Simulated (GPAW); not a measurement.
## Ballistic transport through a Sn chain with one Pt atom in line, from relaxation to T(E)

How well does a Sn chain with one Pt atom in line conduct once its atoms have relaxed, and how much do cheaper levels lose?

Method: GPAW LCAO, PAW setups; relaxation of the junction within the symmetry of its start, lead ends held, in the first sound run; inputs show where later runs differ, in GPAW 26.7.0.

Most raw output is cut from this account.

## Step 1: The starting structure

The cell holds 13 atoms: 12 Sn and 1 Pt. Cell: a = 9.000 Å, b = 9.000 Å, c = 35.342 Å, α = 90.0°, β = 90.0°, γ = 90.0°. Regions: left lead, 6 atoms (6 Sn); channel, 1 atom (1 Pt); right lead, 6 atoms (6 Sn). Vacuum lies along a and b. The structure is stacked along c, and the current runs across the ab planes.

## Step 2: Relaxing the atoms

Transmission follows bond lengths closely, so the atoms between the held lead ends are relaxed first, within whatever symmetry the start has.

Contents of run.py:

```python
import json
from ase import Atoms
from ase.constraints import FixAtoms
from ase.optimize import BFGS
from gpaw import GPAW, FermiDirac

device = Atoms(
    ['Sn', 'Sn', 'Sn', 'Sn', 'Sn', 'Sn', 'Pt', 'Sn', 'Sn', 'Sn', 'Sn', 'Sn', 'Sn'],
    positions=[
        [4.50000, 4.50000, 1.37500],
        [4.50000, 4.50000, 4.12500],
        [4.50000, 4.50000, 6.87500],
        [4.50000, 4.50000, 9.62500],
        [4.50000, 4.50000, 12.37500],
        [4.50000, 4.50000, 15.12500],
        [4.50000, 4.50000, 17.67120],
        [4.50000, 4.50000, 20.21740],
        [4.50000, 4.50000, 22.96740],
        [4.50000, 4.50000, 25.71740],
        [4.50000, 4.50000, 28.46740],
        [4.50000, 4.50000, 31.21740],
        [4.50000, 4.50000, 33.96740]],
    cell=[[9.0, 0.0, 0.0], [0.0, 9.0, 0.0], [0.0, 0.0, 35.3424]],
    pbc=True)

device.set_constraint(FixAtoms([0, 1, 2, 3, 4, 8, 9, 10, 11, 12]))
device.calc = GPAW(mode='lcao', basis='dzp', xc='PBE', h=0.18,
                   kpts={'size': (1, 1, 2), 'gamma': True},
                   symmetry={'tolerance': 1e-3, 'extra_ids': [1, 1, 1, 1, 1, 0, 0, 0, 1, 1, 1, 1, 1]},
                   occupations=FermiDirac(0.1), maxiter=250,
                   mixer=dict(beta=0.1, nmaxold=8, weight=100.0),
                   convergence=dict(density=0.0001), txt='relax.txt')
path = []
opt = BFGS(device, maxstep=0.15)
opt.attach(lambda: path.append((device.get_potential_energy(), device.positions.tolist(), device.get_forces().tolist())))
relaxed = bool(opt.run(fmax=0.05, steps=50))
json.dump(dict(relaxed=relaxed, path=path, positions=device.positions.tolist(), moments=device.get_magnetic_moments().tolist(),
               forces=device.get_forces(apply_constraint=False).tolist()), open('result.json', 'w'))
```

The run is started by

```console
OMP_NUM_THREADS=1 OPENBLAS_NUM_THREADS=1 python run.py
```

Elapsed: 3 min, on 1 thread of Arm Neoverse V1, shared host; peak memory 1.6 GiB.

The steps of the relaxation:

```tsv
step	energy less that of the first step (eV)	largest force (eV/Å)
1	0.0000	0.3568
2	-0.0040	0.3372
3	0.0570	1.1628
4	-0.0119	0.0209
```

The atoms that moved most (Å):

```tsv
atom	dx	dy	dz	length
Sn8	0.000	0.000	-0.025	0.025
Sn6	0.000	0.000	0.025	0.025
```

The relaxation lowered the energy of the cell by 0.0119 eV (energies extrapolated to zero smearing; the optimiser's log prints free energies). The largest force left on a free atom is 0.021 eV/Å.

## Step 3: Double-zeta polarised basis

Localised orbitals split the wire into layers that couple to their neighbours alone, which is what the Green's function method needs; double zeta with polarisation is the usual level for numbers.

This step: GPAW LCAO, PAW setups; Landauer transmission from Green's functions with principal layers (ASE), zero bias (GPAW 26.7.0).

Contents of run.py:

```python
import json
import numpy as np
from ase import Atoms
from ase.transport.calculators import TransportCalculator
from gpaw import GPAW, FermiDirac
from gpaw.lcao.tools import get_lcao_hamiltonian
from scipy.linalg import eigh

# The junction with lead layers at both ends, along the third cell vector
device = Atoms(
    ['Sn', 'Sn', 'Sn', 'Sn', 'Sn', 'Sn', 'Pt', 'Sn', 'Sn', 'Sn', 'Sn', 'Sn', 'Sn'],
    positions=[
        [4.50000, 4.50000, 1.37500],
        [4.50000, 4.50000, 4.12500],
        [4.50000, 4.50000, 6.87500],
        [4.50000, 4.50000, 9.62500],
        [4.50000, 4.50000, 12.37500],
        [4.50000, 4.50000, 15.14983],
        [4.50000, 4.50000, 17.67120],
        [4.50000, 4.50000, 20.19257],
        [4.50000, 4.50000, 22.96740],
        [4.50000, 4.50000, 25.71740],
        [4.50000, 4.50000, 28.46740],
        [4.50000, 4.50000, 31.21740],
        [4.50000, 4.50000, 33.96740]],
    cell=[[9.0, 0.0, 0.0], [0.0, 9.0, 0.0], [0.0, 0.0, 35.3424]],
    pbc=True)

# One principal layer of the lead: the first 3 atoms of the device
lead = Atoms(
    ['Sn', 'Sn', 'Sn'],
    positions=[
        [4.50000, 4.50000, 1.37500],
        [4.50000, 4.50000, 4.12500],
        [4.50000, 4.50000, 6.87500]],
    cell=[[9.0, 0.0, 0.0], [0.0, 9.0, 0.0], [0.0, 0.0, 8.25]],
    pbc=True)

settings = dict(mode='lcao', basis='dzp', xc='PBE', h=0.2,
                occupations=FermiDirac(0.1), maxiter=250,
                mixer=dict(beta=0.1, nmaxold=8, weight=100.0),
                convergence=dict(density=0.0001))
energies = np.arange(-2, 2 + 1e-9, 0.025)
eta = 0.0001
n1, n2 = 1, 1
# k and -k transmit alike, so half of the mesh across the current serves
mesh = [(i, j) for i in range(n1) for j in range(n2) if (i, j) <= (-i % n1, -j % n2)]
weights = np.array([1 if (i, j) == (-i % n1, -j % n2) else 2 for i, j in mesh]) / (n1 * n2)

# [... helper functions left out ...]
fermi_lead = ground_state(lead, (1, 1, 14), 'lead.txt')
fermi_device = ground_state(device, (1, 1, 2), 'device.txt')
# [... loop over the mesh left out, but for ...]
        # Shift the lead onto the potential of the device's first layer
        shift = ((H[:, 0, 0] - H0[:, 0, 0]) / S0[0, 0]).real.mean()
# [...]
kT = 8.617333e-5 * 300
bias = [0.1, 0.2, 0.5, 1.0, 1.5, 2.0]
# [... integrals and printing left out ...]
```

The job ended after 76 s (1 thread; peak memory 1.2 GiB).

This step gave:

```
conductance                                    : 2.253 G₀
thermopower                                    : -1.823 μV/K
largest coupling past the next principal layer : 3.84e-7 eV
largest misfit of the first principal layer    : 0.02411 eV
shift that aligns the lead                     : 0.01980 eV
basis functions of the junction                : 303
basis functions of a principal layer           : 69
transmission at the Fermi level (one spin)     : 2.260
```

One spin. Table of transmission, zone mean by energy, zero at the Fermi level:

```tsv
energy (eV)	transmission, zone mean
-2.000	0.992
-1.800	0.987
-1.600	0.987
-1.400	0.993
-1.200	0.999
-1.000	0.947
-0.800	0.214
-0.600	0.743
-0.400	1.52
-0.200	2.03
0.000	2.26
0.200	2.29
0.400	2.28
0.600	2.30
0.800	2.33
1.000	2.35
1.200	2.33
1.400	2.32
1.475	2.44
1.600	2.32
1.800	2.31
2.000	2.30
```

Not self-consistent under bias; the bias window is split evenly. Table of current through one cell, from the zero-bias transmission by bias:

```tsv
bias (V)	current through one cell, from the zero-bias transmission (μA)
0.100	17.4
0.200	34.8
0.500	85.3
1.000	160
1.500	217
2.000	273
```

The transmission of the three most open eigenchannels by energy, zero at the Fermi level:

```tsv
energy (eV)	channel 1	channel 2	channel 3
-2.000	0.992	0	0
-1.900	0.989	0	0
-1.800	0.987	0	0
-1.700	0.986	0	0
-1.600	0.987	0	0
-1.500	0.989	0	0
-1.400	0.993	0	0
-1.300	0.997	0	0
-1.200	0.999	0	0
-1.100	0.992	0	0
-1.000	0.947	0	0
-0.900	0.753	0	0
-0.800	0.214	1.2e-8	1.2e-8
-0.700	0.108	0.108	0.0355
-0.600	0.299	0.222	0.222
-0.500	0.486	0.348	0.348
-0.400	0.591	0.466	0.466
-0.300	0.654	0.575	0.575
-0.200	0.694	0.666	0.666
-0.100	0.728	0.728	0.721
0.000	0.760	0.760	0.740
0.100	0.768	0.768	0.753
0.200	0.763	0.763	0.762
0.300	0.769	0.755	0.755
0.400	0.774	0.751	0.751
0.500	0.778	0.752	0.752
0.600	0.780	0.759	0.759
0.700	0.782	0.768	0.768
0.800	0.783	0.775	0.775
0.900	0.783	0.780	0.780
1.000	0.783	0.781	0.781
1.100	0.783	0.779	0.779
1.200	0.783	0.775	0.775
1.300	0.782	0.771	0.771
1.400	0.781	0.768	0.768
1.500	0.787	0.766	0.766
1.600	0.783	0.766	0.766
1.700	0.783	0.766	0.766
1.800	0.782	0.766	0.766
1.900	0.782	0.763	0.763
2.000	0.782	0.758	0.758
```

Couplings past the next layer reach 3.8e-7 eV, small enough to drop; the matrix elements of the cell's first layer differ from the bulk lead's by up to 0.024 eV. That layer keeps its own values in the calculation, and only beyond it is the lead taken as perfect. The Fermi levels of lead and junction count from different zeros of potential, one for each periodic cell; with both set to zero, the small remaining shift is what aligns them. Without spin-orbit coupling, which is large for these atoms, channel counts and T are those of the scalar-relativistic bands. By hand: G = 2.253 × 77.48 μS = 175 μS, a resistance of 5.73 kΩ; at 0.1 V a linear junction would pass 17.5 μA, and the integral over the bias window gives 17.4 μA. Mott's formula, S = -(π²/3)(k_B²T/e) d ln T/dE, has the prefactor 7.33 μV/K·eV at 300 K; T = 2.245 at -0.025 eV and 2.271 at 0.025 eV give a slope of 0.234 per eV and S = -1.72 μV/K, beside -1.82 μV/K from the thermal integral, which interpolates the same grid.

## Step 4: Single-zeta polarised basis

The second zeta is dropped, the polarisation orbitals stay.

Edit run.py of step 3 so:

```diff
@@ -38,3 +38,3 @@
 
-settings = dict(mode='lcao', basis='dzp', xc='PBE', h=0.2,
+settings = dict(mode='lcao', basis='szp(dzp)', xc='PBE', h=0.2,
                 occupations=FermiDirac(0.1), maxiter=250,
```

Run time: 53 s. Hardware: 1 thread; peak memory 1.2 GiB.

Numbers from this step:

| Item | Value |
| --- | --- |
| conductance | 2.279 G₀ |
| thermopower | -1.830 μV/K |
| largest coupling past the next principal layer | 3.63e-7 eV |
| largest misfit of the first principal layer | 0.02200 eV |
| shift that aligns the lead | 0.01192 eV |
| basis functions of the junction | 183 |
| basis functions of a principal layer | 42 |
| transmission at the Fermi level (one spin) | 2.285 |

One spin. Table of transmission, zone mean by energy, zero at the Fermi level:

energy (eV), transmission, zone mean and a bar from the least value:
```
   -2.000       1.00 ##########
   -1.900       0.99 ##########
   -1.800       0.99 ##########
   -1.700       0.99 ##########
   -1.600       0.98 ##########
   -1.500       0.99 ##########
   -1.400       0.99 ##########
   -1.300       0.99 ##########
   -1.200       1.00 ##########
   -1.100       1.00 ##########
   -1.000       0.99 ##########
   -0.900       0.94 #########
   -0.800       0.69 ######
   -0.700       0.30 
   -0.600       0.60 ####
   -0.500       1.12 ############
   -0.400       1.51 ##################
   -0.300       1.81 ######################
   -0.200       2.05 ##########################
   -0.100       2.20 ############################
    0.000       2.28 #############################
    0.100       2.32 ##############################
    0.200       2.32 ##############################
    0.300       2.31 #############################
    0.400       2.31 #############################
    0.500       2.31 #############################
    0.600       2.32 ##############################
    0.700       2.33 ##############################
    0.800       2.34 ##############################
    0.900       2.35 ##############################
    1.000       2.34 ##############################
    1.100       2.34 ##############################
    1.200       2.32 ##############################
    1.300       2.31 #############################
    1.400       2.30 #############################
    1.500       2.29 #############################
    1.600       2.28 #############################
    1.700       2.28 #############################
    1.800       2.27 #############################
    1.900       2.26 #############################
    2.000       2.24 ############################
```

Not self-consistent under bias; the bias window is split evenly. Current through one cell, from the zero-bias transmission against bias:

```tsv
bias (V)	current through one cell, from the zero-bias transmission (μA)
0.100	17.6
0.200	35.2
0.500	86.2
1.000	161
1.500	218
2.000	280
```

Table of transmission of the three most open eigenchannels by energy, zero at the Fermi level:

```tsv
energy (eV)	channel 1	channel 2	channel 3
-2.000	0.996	0	0
-1.900	0.992	0	0
-1.800	0.989	0	0
-1.700	0.986	0	0
-1.600	0.985	0	0
-1.500	0.985	0	0
-1.400	0.987	0	0
-1.300	0.990	0	0
-1.200	0.995	0	0
-1.100	0.999	0	0
-1.000	0.994	0	0
-0.900	0.945	0	0
-0.800	0.693	1.0e-9	1.0e-9
-0.700	0.108	0.108	0.0785
-0.600	0.233	0.233	0.129
-0.500	0.395	0.361	0.361
-0.400	0.544	0.483	0.483
-0.300	0.625	0.595	0.595
-0.200	0.687	0.687	0.673
-0.100	0.749	0.749	0.703
0.000	0.780	0.780	0.724
0.100	0.789	0.789	0.738
0.200	0.785	0.785	0.748
0.300	0.778	0.778	0.755
0.400	0.774	0.774	0.760
0.500	0.774	0.774	0.764
0.600	0.777	0.777	0.767
0.700	0.783	0.783	0.769
0.800	0.787	0.787	0.770
0.900	0.788	0.788	0.771
1.000	0.787	0.787	0.771
1.100	0.782	0.782	0.771
1.200	0.776	0.776	0.772
1.300	0.772	0.770	0.770
1.400	0.773	0.764	0.764
1.500	0.771	0.760	0.760
1.600	0.771	0.756	0.756
1.700	0.771	0.753	0.753
1.800	0.771	0.749	0.749
1.900	0.771	0.744	0.744
2.000	0.771	0.735	0.735
```

The conductance, 2.28 G₀, lies 1.1 % above that of the dzp run.

## Step 5: Minimal basis

The minimal basis is the cheapest rung: no second zeta and no polarisation.

Edit run.py of step 4 so:

```diff
@@ -38,3 +38,3 @@
 
-settings = dict(mode='lcao', basis='szp(dzp)', xc='PBE', h=0.2,
+settings = dict(mode='lcao', basis='sz(dzp)', xc='PBE', h=0.2,
                 occupations=FermiDirac(0.1), maxiter=250,
```

Run time: 39 s. Hardware: 1 thread; peak memory 1.1 GiB.

Numbers from this step:

| Property | Result |
| --- | --- |
| conductance | 2.398 G₀ |
| thermopower | -1.611 μV/K |
| largest coupling past the next principal layer | 4.07e-7 eV |
| largest misfit of the first principal layer | 0.03837 eV |
| shift that aligns the lead | 0.03008 eV |
| basis functions of the junction | 120 |
| basis functions of a principal layer | 27 |
| transmission at the Fermi level (one spin) | 2.403 |

One spin. Table of transmission, zone mean by energy, zero at the Fermi level:

```tsv
energy (eV)	transmission, zone mean
-2.000	0.964
-1.900	0.959
-1.800	0.956
-1.700	0.955
-1.600	0.955
-1.500	0.958
-1.400	0.963
-1.300	0.971
-1.200	0.981
-1.100	0.994
-1.000	0.998
-0.900	0.935
-0.800	0.650
-0.700	0.406
-0.600	0.992
-0.500	1.45
-0.400	1.77
-0.300	2.01
-0.200	2.20
-0.100	2.33
0.000	2.40
0.100	2.43
0.200	2.44
0.300	2.44
0.400	2.44
0.500	2.44
0.600	2.46
0.700	2.47
0.800	2.49
0.900	2.49
0.925	2.49
1.000	2.49
1.100	2.48
1.200	2.46
1.300	2.43
1.400	2.41
1.500	2.39
1.600	2.36
1.700	2.35
1.800	2.33
1.900	2.31
2.000	2.28
```

The conductance, 2.40 G₀, lies 6.4 % above that of the dzp run.

## Step 6: RPBE in the dzp basis: xc = "RPBE"

Back in the dzp basis, the functional changes from PBE to RPBE, to set the spread between functionals beside that between bases.

Edit run.py of step 5 so:

```diff
@@ -38,3 +38,3 @@
 
-settings = dict(mode='lcao', basis='sz(dzp)', xc='PBE', h=0.2,
+settings = dict(mode='lcao', basis='dzp', xc='RPBE', h=0.2,
                 occupations=FermiDirac(0.1), maxiter=250,
```

Elapsed: 77 s, on 1 thread; peak memory 1.2 GiB.

Numbers from this step:

```
conductance                                    : 2.241 G₀
thermopower                                    : -1.854 μV/K
largest coupling past the next principal layer : 3.81e-7 eV
largest misfit of the first principal layer    : 0.02558 eV
shift that aligns the lead                     : 0.02236 eV
basis functions of the junction                : 303
basis functions of a principal layer           : 69
transmission at the Fermi level (one spin)     : 2.247
```

One spin. The transmission, zone mean by energy, zero at the Fermi level:

```tsv
energy (eV)	transmission, zone mean
-2.000	0.989
-1.900	0.986
-1.800	0.984
-1.700	0.984
-1.600	0.985
-1.500	0.987
-1.400	0.991
-1.300	0.996
-1.200	0.999
-1.100	0.993
-1.000	0.949
-0.900	0.759
-0.800	0.230
-0.700	0.248
-0.600	0.729
-0.500	1.17
-0.400	1.51
-0.300	1.79
-0.200	2.01
-0.100	2.16
0.000	2.25
0.100	2.28
0.200	2.28
0.300	2.27
0.400	2.27
0.500	2.27
0.600	2.29
0.700	2.31
0.800	2.33
0.900	2.34
1.000	2.34
1.100	2.34
1.200	2.33
1.300	2.32
1.400	2.32
1.500	2.33
1.600	2.32
1.700	2.32
1.800	2.32
1.900	2.31
2.000	2.30
```

The conductance, 2.24 G₀, lies 0.6 % below that of the dzp run.

## Step 7: Without the relaxation: geometry = "as built"

The dzp basis with PBE on the structure as first built shows what the relaxation was worth.

Edit run.py of step 6 so:

```diff
@@ -17,5 +17,5 @@
         [4.50000, 4.50000, 12.37500],
-        [4.50000, 4.50000, 15.14983],
+        [4.50000, 4.50000, 15.12500],
         [4.50000, 4.50000, 17.67120],
-        [4.50000, 4.50000, 20.19257],
+        [4.50000, 4.50000, 20.21740],
         [4.50000, 4.50000, 22.96740],
@@ -38,3 +38,3 @@
 
-settings = dict(mode='lcao', basis='dzp', xc='RPBE', h=0.2,
+settings = dict(mode='lcao', basis='dzp', xc='PBE', h=0.2,
                 occupations=FermiDirac(0.1), maxiter=250,
```

It took 76 s on 1 thread; peak memory 1.2 GiB.

This step gave:

```
conductance                                    : 2.190 G₀
largest coupling past the next principal layer : 3.84e-7 eV
largest misfit of the first principal layer    : 0.02389 eV
shift that aligns the lead                     : 0.02032 eV
transmission at the Fermi level (one spin)     : 2.196
```

The conductance, 2.19 G₀, lies 2.8 % below that of the dzp run.

## Step 8: Cost and result by level

Times are for 1 thread of Arm Neoverse V1, shared host. The series side by side:

```tsv
no.	run	conductance (G₀)	time	memory (GiB)
1	dzp	2.253	76 s	1.2
2	szp	2.279	53 s	1.2
3	sz	2.398	39 s	1.1
4	dzp RPBE	2.241	77 s	1.2
5	asbuilt	2.190	76 s	1.2
```

## Step 9: Comparison

The curves are compared point by point over the common energies.

This step: comparison of transmission and cost over codes, levels and geometry (GPAW 26.7.0).

Ladder, by row:

```tsv
step	code	T at the Fermi level (sum over the listed spins)	conductance (G0)	r.m.s. T(E) from the first	wall time (s)	peak memory (GiB)	threads
dzp	GPAW	2.26	2.253	0	75.69	1.21	1
szp	GPAW	2.285	2.279	0.087	53.34	1.18	1
sz	GPAW	2.403	2.398	0.1427	39.45	1.08	1
dzp-RPBE	GPAW	2.247	2.241	0.01299	76.74	1.2	1
asbuilt	GPAW	2.196	2.19	0.09407	75.76	1.21	1
```

The transmission, zone mean, sum over the listed spins by energy, zero at the Fermi level:

```tsv
energy (eV)	dzp	szp	sz	dzp-RPBE	asbuilt
-2.000	0.992	0.996	0.964	0.989	0.985
-1.800	0.987	0.989	0.956	0.984	0.977
-1.600	0.987	0.985	0.955	0.985	0.976
-1.400	0.993	0.987	0.963	0.991	0.983
-1.200	0.999	0.995	0.981	0.999	0.996
-1.000	0.947	0.994	0.998	0.949	0.982
-0.800	0.214	0.693	0.650	0.230	0.409
-0.600	0.743	0.596	0.992	0.729	0.723
-0.400	1.52	1.51	1.77	1.51	1.51
-0.200	2.03	2.05	2.20	2.01	1.99
0.000	2.26	2.28	2.40	2.25	2.20
0.200	2.29	2.32	2.44	2.28	2.20
0.400	2.28	2.31	2.44	2.27	2.16
0.600	2.30	2.32	2.46	2.29	2.15
0.800	2.33	2.34	2.49	2.33	2.18
0.900	2.34	2.35	2.49	2.34	2.19
0.925	2.35	2.35	2.49	2.34	2.19
1.000	2.35	2.34	2.49	2.34	2.19
1.200	2.33	2.32	2.46	2.33	2.19
1.400	2.32	2.30	2.41	2.32	2.19
1.475	2.44	2.29	2.39	2.31	2.41
1.600	2.32	2.28	2.36	2.32	2.21
1.800	2.31	2.27	2.33	2.32	2.24
2.000	2.30	2.24	2.28	2.30	2.25
```

(Continued in part 2 of 2.)

[Logs are printed without paths, hosts, clocks, repeated set-up lines and the standing remarks that a program may print on its own settings, such as how far it seeks lower states.]

[Hosts, paths, dates, database ids (printed as entryN), source tags and the programs' standing remarks are cut or masked in the printed files.]
